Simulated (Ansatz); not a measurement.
# 2H-WS2 bilayer (AA) in a perpendicular field, part 3 of 3

Aim: how the 2H-WS2 bilayer (AA) screens a field along its normal, and what the field does to its bands. A positive field points along +c.

Ansatz 0.2.0; plane-wave DFT, r2SCAN-D4, Ansatz PAW (set soft_1); PAW set soft_1 (the session's first sound run).

So far, gap on the k-mesh (eV): step 3 (single point, field 0) 1.72; step 5 (field -0.03 V/Å) 1.70; step 6 (field 0.15 V/Å) 1.55; step 7 (field 0.25 V/Å) 1.41; step 8 (field -0.25 V/Å) 1.41.

**10. Field on, atoms free, field 0.1 V/Å**

This step: plane-wave DFT, r2SCAN-D4, Ansatz PAW (set soft_1); PAW set soft_1 (Ansatz 0.2.0).

Now the atoms may follow the field. A weak field makes forces of meV/Å to tens of meV/Å, so the force tolerance is set well below the usual one.

The input, input.yaml:

```yaml
crystal:
  lattice:
    - [3.1718226483, 0.0, 0.0]
    - [-1.5859113242, 2.7468789897, 0.0]
    - [0.0, 0.0, 27.9827333502]
  atoms:
    - { symbol: S, position: [0.3333333333, 0.6666666667, 0.3216269078] }
    - { symbol: W, position: [0.0, 0.0, 0.3774271649] }
    - { symbol: S, position: [0.3333333333, 0.6666666667, 0.4332098446] }
    - { symbol: S, position: [0.3333333333, 0.6666666667, 0.5667901554] }
    - { symbol: W, position: [0.0, 0.0, 0.6225728351] }
    - { symbol: S, position: [0.3333333333, 0.6666666667, 0.6783730922] }
kpoints:
  mp_grid: { grid: [12, 12, 1] }
hamiltonian:
  xc: r2scan
  dispersion: d4
  pseudopotentials: { kind: paw, azcp: { folder: soft_1 } }
scf:
  occupations: { method: fermi_dirac, width: 0.02585 }
  convergence: { dr2_threshold: 1.0e-10 }
efield:
  axis: 3
  dipole_correction: true
  ramp_position: 0.9553
  ramp_width: 0.0893
  amplitude: 0.1
relax:
  f_tol: 0.001
  max_steps: 60
output:
  write_potential: true
  write_density: true
  volumetric_format: npy
```

Started as:

```sh
> ansatz run input.yaml --threads 4 --pin off --max-ram 6144MiB --backend cpu --events-out ev --progress --plain --runs-dir out
```

Numbers of over 12 decimals in the logs are rounded to 6 here.

Output:

```text
[...]
Crystal: 6 atoms, lattice volume = 243.803 Å³
Basis set: ecut = 500 eV, 6145 PW (Γ), exchange–correlation on 96×96×864 points (64 copies of the dense FFT grid, shifted against one another)
Bands: 32, of which v1, the nominal top of the filled ones, is band 26 counted from 1 (25 counted from 0)
Symmetry: 6 space group operations
k-points: 19 of 144 (time reversal used)
[...]
SCF iter   1: F=—  HF=-24426.093406 eV  |F-HF|=—  |Δ(HF+E_count)|=         —  Δρ=3.02e-2  dr2=2.42e0  dr2_τ=1.82e-1  ethr=3.10e-3  p=-0.000 e·Å  D=-2.24e-9 V/Å  ΔV_dip=0.00 eV  dr2_dipole=5.17e-2  V_vac-E_F(+/−)=7.09/4.60 eV  ⟨swp⟩=11.4  Hψ=3805  notcnv=0
[...]
SCF iter  15: F=-24425.881027 eV  HF=-24425.881027 eV  |F-HF|=3.64e-12  |Δ(HF+E_count)|=  6.18e-11  Δρ=4.51e-8  dr2=6.38e-12  dr2_τ=6.57e-13  ethr=1.00e-12  p=0.049 e·Å  D=3.62e-2 V/Å  ΔV_dip=-1.01 eV  dr2_dipole=7.08e-14  V_vac-E_F(+/−)=5.58/4.11 eV  ⟨swp⟩=8.7  Hψ=3624  notcnv=0
SCF 1 converged in 15 iterations: F = -24425.881027 eV  dr2 = 6.38e-12
[...]
relax step   1: F+E_penalty+E_count = -24425.88102674 eV  Δ(F+E_penalty+E_count) = +0.000e0 eV  max|allowed force component| = 4.900e-3 eV/Å  Δτ_max = 0.0000 Å  (15 SCF iters, accepted)
[...]
SCF iter  10: F=-24425.881028 eV  HF=-24425.881028 eV  |F-HF|=3.64e-11  |Δ(HF+E_count)|=  2.91e-11  Δρ=4.49e-8  dr2=2.78e-11  dr2_τ=3.79e-13  ethr=1.00e-12  p=0.049 e·Å  D=3.62e-2 V/Å  ΔV_dip=-1.01 eV  dr2_dipole=7.64e-13  V_vac-E_F(+/−)=5.58/4.10 eV  ⟨swp⟩=8.0  Hψ=3321  notcnv=0
SCF 2 converged in 10 iterations: F = -24425.881028 eV  dr2 = 2.78e-11
relax step   2: F+E_penalty+E_count = -24425.88102757 eV  Δ(F+E_penalty+E_count) = -8.276e-7 eV  max|allowed force component| = 1.761e-3 eV/Å  Δτ_max = 0.0021 Å  (10 SCF iters, accepted)
SCF iter   1: F=—  HF=-24425.880828 eV  |F-HF|=—  |Δ(HF+E_count)|=         —  Δρ=5.94e-5  dr2=3.83e-6  dr2_τ=1.30e-4  ethr=7.45e-8  p=0.049 e·Å  D=3.62e-2 V/Å  ΔV_dip=-1.01 eV  dr2_dipole=3.44e-10  V_vac-E_F(+/−)=5.58/4.11 eV  ⟨swp⟩=3.7  Hψ=1778  notcnv=0  defer=27
[...]
SCF iter   8: F=-24425.881028 eV  HF=-24425.881028 eV  |F-HF|=5.46e-11  |Δ(HF+E_count)|=  3.64e-11  Δρ=8.14e-8  dr2=6.36e-11  dr2_τ=1.35e-12  ethr=1.00e-12  p=0.049 e·Å  D=3.62e-2 V/Å  ΔV_dip=-1.01 eV  dr2_dipole=9.29e-13  V_vac-E_F(+/−)=5.58/4.11 eV  ⟨swp⟩=7.5  Hψ=3995  notcnv=0
SCF 3 converged in 8 iterations: F = -24425.881028 eV  dr2 = 6.36e-11
relax step   3: F+E_penalty+E_count = -24425.88102799 eV  Δ(F+E_penalty+E_count) = -4.160e-7 eV  max|allowed force component| = 2.315e-4 eV/Å  Δτ_max = 0.0009 Å  (8 SCF iters, accepted)
[...]
the band table was solved once a step of the walk had ended and its energy, with any forces and stress, was formed, with the checks that follow a solve (3571 applications of the Hamiltonian). They found nothing against the state; the energy, forces and stress were not computed again (output.eigenvalues in the input reference)
[...]
SCF iter   2: F=-24425.881028 eV  HF=-24425.881028 eV  |F-HF|=4.37e-11  |Δ(HF+E_count)|=  2.91e-11  Δρ=4.60e-8  dr2=1.97e-11  dr2_τ=8.89e-13  ethr=1.00e-12  p=0.049 e·Å  D=3.62e-2 V/Å  ΔV_dip=-1.01 eV  dr2_dipole=3.67e-13  V_vac-E_F(+/−)=5.58/4.11 eV  ⟨swp⟩=8.0  Hψ=3391  notcnv=0
SCF 4 converged in 2 iterations: F = -24425.881028 eV  dr2 = 1.97e-11
[...]
SCF converged after 2 iterations
Free energy (F): -24425.881028 eV
[...]
Internal energy: -24425.881028 eV  (E = F + TS)
E sigma→0 (E₀):  -24425.881028 eV
Fermi energy:    2.461643 eV
Dipole field:    D = 0.036213 V/Å  (p = 0.048791 e·Å, saw-weighted, corrected)
Work function:   not extracted (applied field tilts the vacuum); planar V_es + V_field profile in the machine report
[...]
--- Forces (eV/Å), atoms counted from 1 ---
  atom   1  S      0.00000000    -0.00000000    -0.00021791
  atom   2  W      0.00000000     0.00000000     0.00023096
  atom   3  S      0.00000000    -0.00000000     0.00000908
  atom   4  S      0.00000000    -0.00000000    -0.00023184
  atom   5  W      0.00000000     0.00000000     0.00017598
  atom   6  S      0.00000000    -0.00000000     0.00003178
  max |Σ_I F_I| component: 1.95e-6 eV/Å
--- Band table (eV; the first three rows and the last of 19) ---
  k-point 0: bands = [... 22 lower, -0.2507, -0.2507, 1.2156, 1.6602, 4.4365, 4.4365, 4.5824, 4.5824, ... 2 higher]
  k-point 1: bands = [... 22 lower, -0.2485, 0.0431, 1.1716, 1.5641, 4.2992, 4.3496, 4.4786, 4.5227, ... 2 higher]
  k-point 2: bands = [... 22 lower, -0.2683, 0.0963, 0.9348, 1.2075, 3.8388, 4.1541, 4.2440, 4.4180, ... 2 higher]
  k-point 18: bands = [... 22 lower, -1.2662, -0.9271, 1.3109, 1.4903, 3.2775, 3.4538, 4.8370, 5.1560, ... 2 higher]
--- Relaxed structure (3 steps of the walk, 3 accepted, 0 SCFs on fresh bases) ---
  F+E_penalty+E_count = -24425.88102799 eV   max|allowed force component| = 2.315e-4 eV/Å
  atoms:
    - { symbol: S, position: [0.333333, 0.666667, 0.321669] }
    - { symbol: W, position: [0, -2.877680135899854e-17, 0.377463] }
    - { symbol: S, position: [0.333333, 0.666667, 0.433250] }
    - { symbol: S, position: [0.333333, 0.666667, 0.566754] }
    - { symbol: W, position: [0, -2.8791496366947406e-17, 0.622531] }
    - { symbol: S, position: [0.333333, 0.666667, 0.678333] }
```

It took 37 s on 4 threads of Arm Neoverse V1, shared host; peak memory 1 GiB; 2.4 min of CPU time.

Hardly anything moved in the relaxation; the energy changed by under 0.2 meV an atom.

Numbers from this step:

| Quantity | Value |
| --- | --- |
| gap on the k-mesh | 1.617 eV |
| dipole along the normal | 0.04879 e·Å |

The relaxation took 3 steps and lowered the energy by 1.2e-6 eV; the largest force on the free atoms ends at 2.3e-4 eV/Å.

The dipole is 0.0488 e·Å, and the gap on the mesh 1.617 eV.

**11. Relaxing in the field, field -0.1 V/Å**

The opposite sign, again from the field-free geometry; the difference of the two cancels what relaxes without a field.

Changes to input.yaml since step 10:

```diff
@@ -26,3 +26,3 @@
   ramp_width: 0.0893
-  amplitude: 0.1
+  amplitude: -0.1
 relax:
```

Output:

```text
[...]
Crystal: 6 atoms, lattice volume = 243.803 Å³
Basis set: ecut = 500 eV, 6145 PW (Γ), exchange–correlation on 96×96×864 points (64 copies of the dense FFT grid, shifted against one another)
Bands: 32, of which v1, the nominal top of the filled ones, is band 26 counted from 1 (25 counted from 0)
Symmetry: 6 space group operations
k-points: 19 of 144 (time reversal used)
[...]
F+E_penalty+E_count = -24425.88102799 eV   max|allowed force component| = 2.312e-4 eV/Å
  atoms:
    - { symbol: S, position: [0.333333, 0.666667, 0.321667] }
    - { symbol: W, position: [0, -2.8775626086065726e-17, 0.377469] }
    - { symbol: S, position: [0.333333, 0.666667, 0.433246] }
    - { symbol: S, position: [0.333333, 0.666667, 0.566750] }
    - { symbol: W, position: [0, -2.8790315943369686e-17, 0.622537] }
    - { symbol: S, position: [0.333333, 0.666667, 0.678331] }
[key lines of the parts left out:]
SCF converged after 2 iterations
Free energy (F): -24425.881028 eV
Fermi energy:    2.461465 eV
Dipole field:    D = -0.036213 V/Å  (p = -0.048791 e·Å, saw-weighted, corrected)
```

Elapsed: 37 s, on 4 threads; peak memory 1 GiB.

Hardly anything moved in the relaxation; the energy changed by under 0.2 meV an atom.

This step gave:

```yaml
dipole_along_the_normal: -0.04879 e·Å
```

The relaxation took 3 steps and lowered the energy by 1.2e-6 eV; the largest force on the free atoms ends at 2.3e-4 eV/Å.

The dipole is -0.0488 e·Å, and the gap on the mesh 1.617 eV.

**12. Response, atoms relaxed**

This step: plane-wave DFT, r2SCAN-D4, Ansatz PAW (set soft_1); response to a field along the normal, atoms relaxed; PAW set soft_1 (Ansatz 0.2.0).

The same analysis on the two relaxed runs holds the ionic part too; their mesh is coarser, so small differences from the held value can come from that.

This step gave:

* distance between the outer atoms: 9.980 Å

The dipole of the cell by applied field:

```tsv
applied field (V/Å)	dipole of the cell (e·Å)
-0.1000	-0.0488
0.1000	0.0488
```

Local field over the applied field, running mean. From the potentials at -0.1 and 0.1 V/Å; running mean over 2.5 Å. The local field over applied field by z:

```tsv
z (Å)	local field over applied field
5	0.997
6	0.974
7	0.829
8	0.499
9	0.176
10	0.0707
11	0.0646
12	0.141
13	0.403
14	0.571
15	0.398
16	0.139
17	0.0640
18	0.0713
19	0.180
20	0.505
21	0.834
22	0.975
23	0.998
```

Electrons, planar mean, per unit field. Induced electron density against z:

z (Å), induced electron density (e/Å³ per V/Å) and a bar from the least value:
```
      4.5    0.00000 ###############
      5.0    0.00001 ###############
      5.5    0.00003 ###############
      6.0    0.00011 ###############
      6.5    0.00034 ################
      7.0    0.00097 ###################
      7.5    0.00230 #########################
      8.0    0.00350 ##############################
      8.5    0.00189 #######################
      9.0    0.00118 ####################
      9.5    0.00086 ###################
     10.0    0.00093 ###################
     10.5    0.00019 ################
     11.0   -0.00109 ##########
     11.5   -0.00080 ############
     12.0   -0.00116 ##########
     12.5   -0.00124 ##########
     13.0   -0.00312 ##
     13.5   -0.00210 ######
     14.0    0.00004 ###############
     14.5    0.00217 ########################
     15.0    0.00311 ############################
     15.5    0.00118 ####################
     16.0    0.00118 ####################
     16.5    0.00079 ##################
     17.0    0.00107 ####################
     17.5   -0.00024 ##############
     18.0   -0.00092 ###########
     18.5   -0.00090 ###########
     19.0   -0.00115 ##########
     19.5   -0.00198 ######
     20.0   -0.00348 
     20.5   -0.00224 #####
     21.0   -0.00094 ###########
     21.5   -0.00033 ##############
     22.0   -0.00011 ###############
     22.5   -0.00003 ###############
     23.0   -0.00001 ###############
     23.5    0.00000 ###############
```

The induced dipole is that of a conductor 10.13 Å thick.

**13. Varying the input**

This step: plane-wave DFT, r2SCAN-D4, Ansatz PAW (set soft_1) (Ansatz 0.2.0).

A run with a changed input: it repeats the earlier run at 0.03 V/Å with scf.eigensolver.kind to davidson and scf.lower_state_search to light.

input.yaml, the sections that differ from step 11:

```yaml
kpoints:
  mp_grid: { grid: [18, 18, 1] }
  band_path:
    path: [[0, 0, 0], [0.5, 0, 0], [0.33333333, 0.33333333, 0], [0, 0, 0]]
    npoints: 16
scf:
  occupations: { method: fermi_dirac, width: 0.02585 }
  convergence: { dr2_threshold: 1.0e-10 }
  eigensolver: { kind: davidson }
  lower_state_search: light
efield:
  axis: 3
  dipole_correction: true
  ramp_position: 0.97
  ramp_width: 0.06
  amplitude: 0.03
# crystal, hamiltonian, output: as in step 11
# relax: removed
```

Output:

```text
[...]
Crystal: 6 atoms, lattice volume = 243.803 Å³
Basis set: ecut = 500 eV, 6145 PW (Γ), exchange–correlation on 96×96×864 points (64 copies of the dense FFT grid, shifted against one another)
Bands: 32, of which v1, the nominal top of the filled ones, is band 26 counted from 1 (25 counted from 0)
Symmetry: 6 space group operations
k-points: 37 of 324 (time reversal used)
[...]
SCF iter  15: F=-24425.878828 eV  HF=-24425.878828 eV  |F-HF|=3.64e-12  |Δ(HF+E_count)|=  3.27e-10  Δρ=5.79e-8  dr2=1.22e-11  dr2_τ=3.51e-13  ethr=1.14e-12 (applied; sched 1.00e-12)  p=0.015 e·Å  D=1.09e-2 V/Å  ΔV_dip=-0.30 eV  dr2_dipole=1.28e-13  V_vac-E_F(+/−)=5.07/4.60 eV  ⟨swp⟩=3.1  Hψ=2329  notcnv=0
SCF 1 converged in 15 iterations: F = -24425.878828 eV  dr2 = 1.22e-11
[...]
SCF converged after 15 iterations
Free energy (F): -24425.878828 eV
[...]
Internal energy: -24425.878828 eV  (E = F + TS)
E sigma→0 (E₀):  -24425.878828 eV
Fermi energy:    2.491341 eV
Dipole field:    D = 0.010861 V/Å  (p = 0.014633 e·Å, saw-weighted, corrected)
Work function:   not extracted (applied field tilts the vacuum); planar V_es + V_field profile in the machine report
[...]
--- Band table (eV; the first three rows and the last of 37) ---
  k-point 0: bands = [... 22 lower, -0.3119, -0.3119, 1.2313, 1.6437, 4.4967, 4.4967, 4.5534, 4.5534, ... 2 higher]
  k-point 1: bands = [... 22 lower, -0.2727, -0.0883, 1.2151, 1.6023, 4.4452, 4.4896, 4.5263, 4.5904, ... 2 higher]
  k-point 2: bands = [... 22 lower, -0.1990, 0.0841, 1.1429, 1.4582, 4.1625, 4.3282, 4.4048, 4.4644, ... 2 higher]
  k-point 36: bands = [... 22 lower, -1.2441, -0.9495, 1.3698, 1.4319, 3.3394, 3.3925, 4.8615, 5.1319, ... 2 higher]
```

Wall time 34 s (4 threads); peak memory 1 GiB; 2.2 min of CPU time.

Numbers from this step:

| Quantity | Value |
| --- | --- |
| gap on the k-mesh | 1.696 eV |
| dipole along the normal | 0.01463 e·Å |
| gap along the path | 1.696 eV |
| smallest direct gap along the path | 1.908 eV |
| gap, the smaller of path and mesh | 1.696 eV |

The electronic bands at the labelled points (eV, zero at the Fermi level of the run, which the smearing sets inside the gap):

```tsv
point	band 23	band 24	band 25	band 26	band 27	band 28	band 29	band 30
Γ	-2.80	-2.80	-1.26	-0.85	2.01	2.01	2.06	2.06
halfway	-3.00	-2.66	-2.01	-1.89	1.27	1.61	1.63	1.69
M	-2.50	-2.44	-2.12	-1.97	1.95	2.00	2.37	2.47
halfway	-3.49	-3.20	-1.59	-1.51	1.59	1.65	2.66	2.81
K	-3.74	-3.44	-1.12	-1.06	0.85	0.90	2.37	2.64
halfway	-2.68	-2.40	-2.01	-1.93	1.00	1.26	1.85	2.00
Γ	-2.80	-2.80	-1.26	-0.85	2.01	2.01	2.06	2.06
```

```tsv
quantity	this run	earlier run	difference
dipole along the normal (e·Å)	0.01463	0.01463	9.1e-7
gap along the path (eV)	1.696	1.696	0
smallest direct gap along the path (eV)	1.908	1.908	0
gap on the k-mesh (eV)	1.696	1.696	1.3e-7
```

Nothing in the table moves by 0.01 in its unit (for the dipole 0.5 % and 5e-5 e·Å).

**14. Varying the input: scf.mixing.preconditioner = "local_kerker"**

Another changed input: it repeats the earlier run at 0.03 V/Å with scf.mixing.preconditioner to local_kerker.

Changes to input.yaml since step 13:

```diff
@@ -24,4 +24,3 @@
   convergence: { dr2_threshold: 1.0e-10 }
-  eigensolver: { kind: davidson }
-  lower_state_search: light
+  mixing: { preconditioner: local_kerker }
 efield:
```

Output:

```text
[...]
Crystal: 6 atoms, lattice volume = 243.803 Å³
Basis set: ecut = 500 eV, 6145 PW (Γ), exchange–correlation on 96×96×864 points (64 copies of the dense FFT grid, shifted against one another)
Bands: 32, of which v1, the nominal top of the filled ones, is band 26 counted from 1 (25 counted from 0)
Symmetry: 6 space group operations
k-points: 37 of 324 (time reversal used)
[...]
SCF iter   1: F=—  HF=-24426.076162 eV  |F-HF|=—  |Δ(HF+E_count)|=         —  Δρ=3.02e-2  dr2=2.33e0  dr2_τ=1.81e-1  ethr=3.10e-3  p=0.000 e·Å  D=1.36e-13 V/Å  ΔV_dip=-0.00 eV  dr2_dipole=4.64e-3  V_vac-E_F(+/−)=6.21/5.44 eV  ⟨swp⟩=10.8  Hψ=7255  notcnv=0
[...]
SCF iter  17: F=-24425.878828 eV  HF=-24425.878828 eV  |F-HF|=1.59e-9  |Δ(HF+E_count)|=   1.35e-9  Δρ=1.99e-7  dr2=8.81e-11  dr2_τ=4.16e-12  ethr=1.00e-12  p=0.015 e·Å  D=1.09e-2 V/Å  ΔV_dip=-0.30 eV  dr2_dipole=5.00e-12  V_vac-E_F(+/−)=5.07/4.60 eV  ⟨swp⟩=11.8  Hψ=4628  notcnv=0
SCF 1 converged in 17 iterations: F = -24425.878828 eV  dr2 = 8.81e-11
[...]
SCF converged after 17 iterations
Stability not checked: this state was not tested for a lower state beside it, because the mixer in use, unlike msr1, does not test its closes by its own steps (another_mixer; see scf.mixing.algorithm and scf.lower_state_search)
Free energy (F): -24425.878828 eV
[...]
Internal energy: -24425.878828 eV  (E = F + TS)
E sigma→0 (E₀):  -24425.878828 eV
Fermi energy:    2.491333 eV
Dipole field:    D = 0.010862 V/Å  (p = 0.014635 e·Å, saw-weighted, corrected)
Work function:   not extracted (applied field tilts the vacuum); planar V_es + V_field profile in the machine report
[...]
--- Band table (eV; the first three rows and the last of 37) ---
  k-point 0: bands = [... 22 lower, -0.3119, -0.3119, 1.2313, 1.6436, 4.4967, 4.4967, 4.5534, 4.5534, ... 2 higher]
  k-point 1: bands = [... 22 lower, -0.2727, -0.0883, 1.2151, 1.6023, 4.4452, 4.4896, 4.5263, 4.5904, ... 2 higher]
  k-point 2: bands = [... 22 lower, -0.1990, 0.0841, 1.1429, 1.4581, 4.1624, 4.3282, 4.4048, 4.4644, ... 2 higher]
  k-point 36: bands = [... 22 lower, -1.2441, -0.9495, 1.3698, 1.4318, 3.3394, 3.3925, 4.8615, 5.1319, ... 2 higher]
```

The job ended after 37 s (4 threads; peak memory 1.1 GiB; 2.4 min of CPU time).

Electronic bands along the path, in eV, zero at the Fermi level of the run, which the smearing sets inside the gap:

(Unchanged from step 13.)

```tsv
quantity	this run	earlier run	difference
dipole along the normal (e·Å)	0.01463	0.01463	2.4e-6
gap along the path (eV)	1.696	1.696	9.0e-6
smallest direct gap along the path (eV)	1.908	1.908	1.3e-5
gap on the k-mesh (eV)	1.696	1.696	8.7e-6
```

Nothing in the table moves by 0.01 in its unit (for the dipole 0.5 % and 5e-5 e·Å). The run took 17 SCF cycles against 15.

On this path the gap is indirect, 1.70 eV, with the valence top at Γ and the conduction bottom at K. The least direct gap is 1.91 eV.

**15. Outcome**

| Item | Value |
| --- | --- |
| gap without field | 1.72 eV |
| ionisation energy, upper face | 5.69 eV |
| electron affinity, upper face | 3.97 eV |
| equivalent conductor thickness, atoms held | 10.1 Å |
| equivalent conductor thickness, atoms relaxed | 10.1 Å |

In words: The induced dipole equals that of a perfect conductor 10.13 Å thick, while the outer atoms lie 9.98 Å apart; an out-of-plane ε follows only once a thickness t is chosen, by 1 − 1/ε = 10.13 Å / t. The gap goes from 1.72 eV to 1.41 eV at -0.25 V/Å. With the field reversed the gap is 1.41 eV at 0.25 V/Å. Semilocal functionals give gaps that are too small, and excitons are not included. Spin-orbit coupling is left out, which matters for the bands of elements this heavy.

[Logs are printed without paths, hosts, clocks, repeated set-up lines and the standing remarks that a program may print on its own settings, such as how far it seeks lower states.]

[Hosts, paths, dates, database ids (printed as entryN), source tags and the programs' standing remarks are cut or masked in the printed files.]

[Maps of the electrostatic potential energy from Ansatz leave out the sawtooth potential of an applied field or a dipole correction, so their vacuum need not be flat; planar profiles and work functions include it.]
